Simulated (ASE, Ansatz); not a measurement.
**1T-TiS2/h-SiC heterobilayer (86 atoms): geometry optimisation**

Wanted: the relaxed structure of 1T-TiS2/h-SiC heterobilayer (86 atoms) and its electronic structure.

Main program and level: Ansatz 0.2.0; Kohn-Sham DFT, PBE+D3(BJ), PAW (set soft_2), plane waves.

**1. Starting point**

The cell holds 86 atoms: 16 Ti, 32 S, 19 Si and 19 C. Its edges and angles: a = 13.576 Å, b = 13.576 Å, c = 22.050 Å, α = 90.0°, β = 90.0°, γ = 120.0°. It derives from TiS2 and SiC. 16 cells of 1T-TiS2 (a = 3.41 Å, strained -0.47 %) and 19 cells of h-SiC (a = 3.1 Å, +0.47 %) on one hexagonal cell, twist 36.59 deg; facing planes 3.19 Å apart; 16 Å of vacuum; displaced by a Gaussian of 0.01 Å. Regions: layer 1, 48 atoms (16 Ti and 32 S); layer 2, 38 atoms (19 Si and 19 C). Vacuum lies along c.

What the set-up can't give: The main run has no spin polarisation, so moments on Ti can't form in it, and no Hubbard term. Only the Γ point is sampled, in a cell whose shortest periodic width is 12 Å.

**2. Single point at the start**

The forces at the start show how far the geometry lies from a minimum of this functional.

Input file input.yaml:

```yaml
crystal:
  lattice:
    - [13.5763, 0.0, 0.0]
    - [-6.78815, 11.75742, 0.0]
    - [0.0, 0.0, 22.05]
  atoms:
    - { symbol: Ti, position: [0.00097, 0.00073, 0.42828] }
    - { symbol: S, position: [0.08343, 0.16739, 0.49216] }
    - { symbol: S, position: [0.16694, 0.08253, 0.36308] }
    - { symbol: Ti, position: [0.99941, 0.25007, 0.42748] }
    [... 76 atom lines left out ...]
    - { symbol: Si, position: [0.7554, 0.25771, 0.63736] }
    - { symbol: C, position: [0.77487, 0.13514, 0.63735] }
    - { symbol: Si, position: [0.70373, 0.62501, 0.6366] }
    - { symbol: C, position: [0.72011, 0.50235, 0.63758] }
    - { symbol: Si, position: [0.8091, 0.8904, 0.63679] }
    - { symbol: C, position: [0.82782, 0.76524, 0.63667] }
kpoints:
  mp_grid: { grid: [1, 1, 1] }
hamiltonian:
  xc: pbe
  dispersion: d3bj
scf:
  occupations: { method: gaussian, width: 0.05 }
output:
  forces: true
  populations: intrinsic
  dos:
    method: { smearing: { sigma: 0.1 } }
    de: 0.1
    projected:
      site_lists:
        C: [C]
        S: [S]
        Si: [Si]
        Ti: [Ti]
        layer_1: [0, 1, 2, 3, 4, 5, 6, 7, 8, 9, 10, 11, 12, 13, 14, 15, 16, 17, 18, 19, 20, 21, 22, 23, 24, 25, 26, 27, 28, 29, 30, 31, 32, 33, 34, 35, 36, 37, 38, 39, 40, 41, 42, 43, 44, 45, 46, 47]
        layer_2: [48, 49, 50, 51, 52, 53, 54, 55, 56, 57, 58, 59, 60, 61, 62, 63, 64, 65, 66, 67, 68, 69, 70, 71, 72, 73, 74, 75, 76, 77, 78, 79, 80, 81, 82, 83, 84, 85]
  eigenvalues: true
```

Started as:

```
$ ansatz run input.yaml --threads 4 --pin off --max-ram 8192MiB --backend cpu --events-out ev --progress --plain --runs-dir out
```

Wall time 44 s (4 threads of Arm Neoverse V2, shared host); peak memory 4 GiB.

The run gave:

| Property | Result |
| --- | --- |
| free energy | -85779.7307 eV |
| free energy per atom | -997.4387 eV/atom |
| SCF cycles | 14 |
| r.m.s. force component | 0.2773 eV/Å |
| longest force | 1.314 eV/Å |
| Fermi energy | -0.212 eV |
| levels partly filled by over 2 per cent | 5 |

The r.m.s. force component of 0.28 eV/Å sets the starting point.

Length of the force by element:

| element | coordination | atoms | mean length of the force (eV/Å) | spread | least | most |
| --- | --- | --- | --- | --- | --- | --- |
| C | all | 19 | 0.654 | 0.287 | 0.252 | 1.31 |
| S | all | 32 | 0.170 | 0.0684 | 0.0549 | 0.342 |
| Si | all | 19 | 0.627 | 0.232 | 0.297 | 1.23 |
| Ti | all | 16 | 0.173 | 0.0789 | 0.0641 | 0.335 |

**3. Relaxation**

With the cell held, the atoms are moved downhill towards a nearby minimum.

input.yaml, the sections that differ from step 2:

```yaml
output:
  forces: true
relax:
  f_tol: 0.05
  max_steps: 173
# crystal, kpoints, hamiltonian, scf: as in step 2
```

Elapsed: 3.4 min, on 4 threads; peak memory 3.9 GiB.

Relaxation path:

| step | energy less that of the first step (eV) | largest force component (eV/Å) |
| --- | --- | --- |
| 1 | 0.0000 | 1.2945 |
| 2 | -0.2984 | 0.7007 |
| 3 | -0.5938 | 0.4737 |
| 4 | -0.0503 | 1.7892 |
| 5 | -0.8321 | 0.5885 |
| 6 | -0.9091 | 0.6747 |
| 7 | -1.0149 | 0.1787 |
| 8 | -1.0506 | 0.0968 |
| 9 | -1.0612 | 0.0324 |

Relaxation step 4 was tried and not accepted.

The atoms that moved most (Å):

| atom | dx | dy | dz | length |
| --- | --- | --- | --- | --- |
| Ti22 | -0.087 | 0.128 | 0.013 | 0.155 |
| Ti40 | -0.075 | 0.127 | -0.015 | 0.149 |
| Ti46 | -0.073 | 0.125 | 0.023 | 0.146 |
| Ti16 | -0.066 | 0.127 | -0.022 | 0.145 |
| Ti10 | -0.083 | -0.104 | 0.031 | 0.136 |
| Ti28 | -0.074 | -0.113 | 0.016 | 0.136 |
| Ti4 | -0.067 | -0.116 | -0.019 | 0.136 |
| Ti25 | 0.130 | 0.016 | 0.004 | 0.131 |

The relaxation changed the energy by -12.3 meV/atom, and atoms moved by 0.067 Å r.m.s., 0.15 Å at most.

**4. Structure statistics after relaxation**

Bonds before and after, by the cutoffs listed below:

| pair | bonds before | bonds after | mean before (Å) | mean after (Å) | spread before (Å) | spread after (Å) |
| --- | --- | --- | --- | --- | --- | --- |
| S-Ti | 96 | 96 | 2.425 | 2.431 | 0.014 | 0.093 |
| C-Si | 57 | 57 | 1.798 | 1.799 | 0.016 | 0.003 |

Normalised to the volume that the atoms fill. g(r), total and by pair (bins of 0.2 Å):

| r (Å) | total | S-S | S-C | S-Si | S-Ti | C-C | C-Si |
| --- | --- | --- | --- | --- | --- | --- | --- |
| 1.70 | 1.77 | 0.00 | 0.00 | 0.00 | 0.00 | 0.00 | 18.10 |
| 1.90 | 0.71 | 0.00 | 0.00 | 0.00 | 0.00 | 0.00 | 7.30 |
| 2.10 | 0.00 | 0.00 | 0.00 | 0.00 | 0.00 | 0.00 | 0.00 |
| 2.30 | 0.62 | 0.00 | 0.00 | 0.00 | 4.46 | 0.00 | 0.00 |
| 2.50 | 1.62 | 0.00 | 0.00 | 0.00 | 11.69 | 0.00 | 0.00 |
| 2.70 | 0.02 | 0.00 | 0.00 | 0.00 | 0.15 | 0.00 | 0.00 |
| 2.90 | 0.00 | 0.00 | 0.00 | 0.00 | 0.00 | 0.00 | 0.00 |
| 3.10 | 1.67 | 0.00 | 0.00 | 0.26 | 0.00 | 16.65 | 0.00 |
| 3.30 | 1.13 | 4.64 | 0.62 | 0.62 | 0.00 | 0.00 | 0.00 |
| 3.50 | 1.96 | 7.77 | 0.76 | 0.41 | 0.00 | 0.00 | 4.13 |
| 3.70 | 0.39 | 0.00 | 0.54 | 0.56 | 0.00 | 0.00 | 2.17 |
| 3.90 | 0.18 | 0.00 | 0.50 | 0.60 | 0.00 | 0.00 | 0.00 |
| 4.10 | 0.68 | 0.00 | 0.34 | 0.45 | 3.98 | 0.00 | 0.00 |
| 4.30 | 0.38 | 0.00 | 0.55 | 0.46 | 1.57 | 0.00 | 0.00 |
| 4.50 | 0.14 | 0.00 | 0.25 | 0.59 | 0.00 | 0.00 | 0.00 |
| 4.70 | 1.03 | 0.00 | 0.69 | 0.41 | 0.00 | 0.00 | 7.15 |
| 4.90 | 0.51 | 2.05 | 0.25 | 0.35 | 0.00 | 0.00 | 0.00 |
| 5.10 | 0.27 | 0.00 | 0.45 | 0.36 | 0.00 | 0.00 | 0.00 |
| 5.30 | 1.12 | 0.00 | 0.46 | 0.36 | 3.45 | 4.05 | 0.00 |
| 5.50 | 0.81 | 0.00 | 0.22 | 0.37 | 3.22 | 1.55 | 0.00 |
| 5.70 | 0.43 | 0.60 | 0.52 | 0.37 | 0.00 | 0.00 | 0.00 |
| 5.90 | 0.93 | 4.61 | 0.32 | 0.29 | 0.00 | 0.00 | 0.00 |
| 6.10 | 0.41 | 0.33 | 0.43 | 0.75 | 0.00 | 0.00 | 0.00 |
| 6.30 | 0.73 | 0.00 | 0.77 | 0.58 | 0.00 | 4.20 | 0.00 |
| 6.50 | 0.68 | 0.00 | 0.62 | 0.64 | 0.00 | 0.00 | 3.88 |
| 6.70 | 0.69 | 1.77 | 0.49 | 0.68 | 0.00 | 0.00 | 0.00 |
| 6.90 | 0.32 | 0.32 | 0.68 | 0.46 | 0.00 | 0.00 | 0.00 |
| 7.10 | 0.68 | 0.00 | 0.64 | 0.66 | 1.76 | 0.00 | 1.22 |

Bonds by pair of elements; cutoffs follow the first minimum of g(r), held within bounds set by covalent radii, and pairs that aren't listed don't count as bonded:

| pair A-B | cutoff (Å) | bonds | mean length (Å) | spread (Å) | shortest (Å) | B about A | A about B |
| --- | --- | --- | --- | --- | --- | --- | --- |
| S-Ti | 3.1 | 96 | 2.43 | 0.093 | 2.30 | 3 | 6 |
| C-Si | 2.23 | 57 | 1.80 | 0.003 | 1.79 | 3 | 3 |

How many atoms have how many bonded neighbours:

| element | mean | 3 | 6 |
| --- | --- | --- | --- |
| C | 3 | 19 | 0 |
| S | 3 | 32 | 0 |
| Si | 3 | 19 | 0 |
| Ti | 6 | 0 | 16 |

Bond angles (no mean is given where the spread exceeds 20°):

| angle | count | mean (°) | spread (°) |
| --- | --- | --- | --- |
| S-Ti-S | 240 | - | - |
| Ti-S-Ti | 96 | 88.6 | 1.1 |
| C-Si-C | 57 | 120 | 0.3 |
| Si-C-Si | 57 | 120 | 0.3 |

Counting bonds as in the table, all C atoms have 3, all S atoms have 3, all Si atoms have 3 and all Ti atoms have 6 bonded neighbours.

**5. Single point at the relaxed geometry**

One more single point at the end of the walk gives the fuller output and checks the residual forces.

Input file input.yaml:

```yaml
crystal:
  lattice:
    - [13.5763, 0.0, 0.0]
    - [-6.78815, 11.75742, 0.0]
    - [0.0, 0.0, 22.05]
  atoms:
    - { symbol: Ti, position: [0.00975, 0.00159, 0.42754] }
    - { symbol: S, position: [0.08246, 0.16754, 0.49151] }
    - { symbol: S, position: [0.16287, 0.07928, 0.36219] }
    - { symbol: Ti, position: [0.98951, 0.24018, 0.42662] }
    [... 76 atom lines left out ...]
    - { symbol: Si, position: [0.75747, 0.2563, 0.63764] }
    - { symbol: C, position: [0.77413, 0.13301, 0.63863] }
    - { symbol: Si, position: [0.70494, 0.62463, 0.63623] }
    - { symbol: C, position: [0.72244, 0.50202, 0.63754] }
    - { symbol: Si, position: [0.81012, 0.88844, 0.63328] }
    - { symbol: C, position: [0.82723, 0.7653, 0.63661] }
kpoints:
  mp_grid: { grid: [1, 1, 1] }
hamiltonian:
  xc: pbe
  dispersion: d3bj
scf:
  occupations: { method: gaussian, width: 0.05 }
output:
  forces: true
  populations: true
  dos:
    method: { smearing: { sigma: 0.08 } }
    de: 0.1
    projected:
      site_lists:
        C: [C]
        S: [S]
        Si: [Si]
        Ti: [Ti]
        layer_1: [0, 1, 2, 3, 4, 5, 6, 7, 8, 9, 10, 11, 12, 13, 14, 15, 16, 17, 18, 19, 20, 21, 22, 23, 24, 25, 26, 27, 28, 29, 30, 31, 32, 33, 34, 35, 36, 37, 38, 39, 40, 41, 42, 43, 44, 45, 46, 47]
        layer_2: [48, 49, 50, 51, 52, 53, 54, 55, 56, 57, 58, 59, 60, 61, 62, 63, 64, 65, 66, 67, 68, 69, 70, 71, 72, 73, 74, 75, 76, 77, 78, 79, 80, 81, 82, 83, 84, 85]
  eigenvalues: true
  write_density: true
  write_potential: true
  volumetric_format: npy
```

The job ended after 46 s (4 threads; peak memory 4 GiB).

Read from the output:

- free energy: -85780.7919 eV
- free energy per atom: -997.4511 eV/atom
- SCF cycles: 14
- r.m.s. force component: 0.00965 eV/Å
- longest force: 0.03831 eV/Å
- Fermi energy: -0.387 eV
- gap (highest filled to lowest empty level): 0.3719 eV
- spilling of the projection: 0.008176

Löwdin charges by element (they lack the spilled electrons, 0.051 e an atom on average):

| element | coordination | atoms | mean charge (e) | spread | least | most |
| --- | --- | --- | --- | --- | --- | --- |
| C | all | 19 | -0.981 | 0.0067 | -0.990 | -0.967 |
| S | all | 32 | -0.317 | 0.011 | -0.339 | -0.301 |
| Si | all | 19 | 1.10 | 0.0013 | 1.09 | 1.10 |
| Ti | all | 16 | 0.767 | 0.0074 | 0.761 | 0.781 |

By region:

| region | atoms | mean length of the force (eV/Å) |
| --- | --- | --- |
| layer 1 | 48 | 0.017 |
| layer 2 | 38 | 0.012 |

Density of states as counts of states in windows of 0.5 eV (from the Fermi level), total and the larger projections:

| from (eV) | to (eV) | total | layer 1 | S p | Ti d | layer 2 | C p | Si p |
| --- | --- | --- | --- | --- | --- | --- | --- | --- |
| -10 | -7.5 | 0.0 | 0.0 | 0.0 | 0.0 | 0.0 | 0.0 | 0.0 |
| -7.5 | -7 | 3.2 | 0.0 | 0.0 | 0.0 | 3.2 | 1.6 | 0.4 |
| -7 | -6.5 | 20.8 | 0.1 | 0.1 | 0.0 | 20.5 | 10.4 | 2.8 |
| -6.5 | -5.5 | 0.0 | 0.0 | 0.0 | 0.0 | 0.0 | 0.0 | 0.0 |
| -5.5 | -5 | 6.2 | 6.1 | 4.1 | 1.1 | 0.1 | 0.0 | 0.0 |
| -5 | -4.5 | 14.9 | 5.7 | 4.0 | 0.9 | 9.1 | 5.2 | 3.3 |
| -4.5 | -4 | 41.2 | 34.7 | 26.9 | 5.6 | 6.1 | 3.2 | 2.3 |
| -4 | -3.5 | 24.4 | 12.4 | 8.9 | 2.8 | 11.6 | 7.1 | 2.1 |
| -3.5 | -3 | 25.9 | 23.3 | 17.1 | 4.9 | 2.1 | 1.1 | 1.0 |
| -3 | -2.5 | 63.3 | 47.1 | 31.0 | 14.5 | 15.6 | 10.1 | 5.3 |
| -2.5 | -2 | 33.4 | 15.6 | 12.2 | 3.1 | 17.3 | 11.7 | 5.3 |
| -2 | -1.5 | 9.7 | 9.3 | 8.2 | 0.8 | 0.3 | 0.2 | 0.1 |
| -1.5 | -1 | 37.4 | 27.1 | 23.1 | 3.7 | 9.7 | 7.5 | 2.2 |
| -1 | -0.5 | 15.5 | 5.5 | 3.9 | 1.4 | 9.7 | 7.2 | 2.5 |
| -0.5 | 0 | 10.1 | 3.3 | 2.2 | 1.0 | 6.5 | 5.3 | 1.2 |
| 0 | 0.5 | 13.0 | 12.2 | 2.5 | 9.3 | 0.5 | 0.4 | 0.0 |
| 0.5 | 1 | 13.6 | 13.2 | 2.2 | 10.8 | 0.2 | 0.1 | 0.0 |
| 1 | 1.5 | 17.9 | 17.3 | 3.7 | 13.5 | 0.2 | 0.1 | 0.1 |
| 1.5 | 2 | 47.9 | 47.0 | 7.7 | 38.7 | 0.3 | 0.2 | 0.1 |
| 2 | 2.5 | 3.9 | 3.8 | 0.4 | 3.3 | 0.1 | 0.0 | 0.0 |
| 2.5 | 3 | 21.3 | 17.4 | 5.1 | 11.4 | 2.6 | 0.6 | 1.8 |

The curve was stored every 0.100 eV, coarse against its broadening of 0.08 eV, so these counts are rough.

Between -26 and -10 eV lie 102 more states.

The stored curve holds about 408 of the 536 electrons; the rest, give or take the few that broadening carries across the Fermi level, lie in deeper levels below its range.

The levels nearest the highest filled one (over half full), pooled over k-points and spins:

| level less the highest filled one (eV) | occupation |
| --- | --- |
| -0.312 | 2 |
| -0.250 | 2 |
| -0.242 | 2 |
| -0.186 | 2 |
| -0.0042 | 2 |
| 0 | 2 |
| 0.372 | 0 |
| 0.633 | 0 |
| 0.640 | 0 |
| 0.644 | 0 |
| 0.691 | 0 |
| 0.707 | 0 |

Planar average of the electrostatic potential energy along the normal, with the Fermi level as zero, after a running mean with a triangular window 4 Å wide at its base:

| height (Å) | potential energy (eV) |
| --- | --- |
| 0.0 | 5.57 |
| 0.6 | 5.59 |
| 1.3 | 5.62 |
| 1.9 | 5.64 |
| 2.5 | 5.66 |
| 3.1 | 5.68 |
| 3.8 | 5.70 |
| 4.4 | 5.72 |
| 5.0 | 5.70 |
| 5.6 | 5.44 |
| 6.3 | 4.01 |
| 6.9 | 1.80 |
| 7.5 | -1.19 |
| 8.1 | -4.11 |
| 8.8 | -6.44 |
| 9.4 | -7.20 |
| 10.0 | -6.63 |
| 10.6 | -5.05 |
| 11.3 | -1.98 |
| 11.9 | -0.11 |
| 12.5 | -0.80 |
| 13.1 | -3.39 |
| 13.8 | -6.72 |
| 14.4 | -6.14 |
| 15.0 | -2.74 |
| 15.6 | 1.17 |
| 16.3 | 4.48 |
| 16.9 | 5.22 |
| 17.5 | 5.38 |
| 18.1 | 5.42 |
| 18.8 | 5.45 |
| 19.4 | 5.47 |
| 20.0 | 5.50 |
| 20.6 | 5.52 |
| 21.3 | 5.54 |
| 21.9 | 5.56 |

Mean Löwdin charges: C -0.98, S -0.32, Si +1.10, Ti +0.77 e (they miss 0.82 % of the electrons, so they add up to more than the cell's charge). Just under the Fermi level the largest share is C p (50 % of the projected weight), just over it Ti d (74 % of the projected weight). The potential slopes across the vacuum by 0.036 eV/Å: the slab bears a dipole, and with periodic images along the normal there is no flat vacuum level to read.

**6. Outcome**

* energy change in the relaxation: -12.34 meV/atom
* r.m.s. displacement: 0.067 Å
* largest displacement: 0.155 Å
* free energy per atom: -997.4511 eV/atom
* r.m.s. force component: 0.00965 eV/Å
* gap (highest filled to lowest empty level): 0.3719 eV
* wall time of the 3 DFT runs: 4.9 min

**Reading.** Relaxation lowers the energy by 12.3 meV/atom and moves atoms by 0.067 Å r.m.s.; the r.m.s. force component goes from 0.28 to 0.0097 eV/Å. By the final cutoffs no bond was broken or made. From the first step to the last the energy fell by 1.061 eV, and the largest move was 0.16 Å (Ti22). The S-Ti bonds change most in mean length: from 2.425 Å (spread 0.014) to 2.431 Å (spread 0.093). Counting bonds as in the table, all C atoms have 3, all S atoms have 3, all Si atoms have 3 and all Ti atoms have 6 bonded neighbours. Between filled and empty levels lie 0.372 eV at Γ alone; the mesh holds the band edges only if they fold onto it, so the gap at this level can be narrower or closed, while semilocal functionals tend to narrow gaps against experiment.

**Limits.** The slab bears a dipole and has periodic images along its normal, so a spurious field crosses the vacuum.

[Logs are printed without paths, hosts, clocks, repeated set-up lines and the standing remarks that a program may print on its own settings, such as how far it seeks lower states.]

[Hosts, paths, dates, database ids (printed as entryN), source tags and the programs' standing remarks are cut or masked in the printed files.]
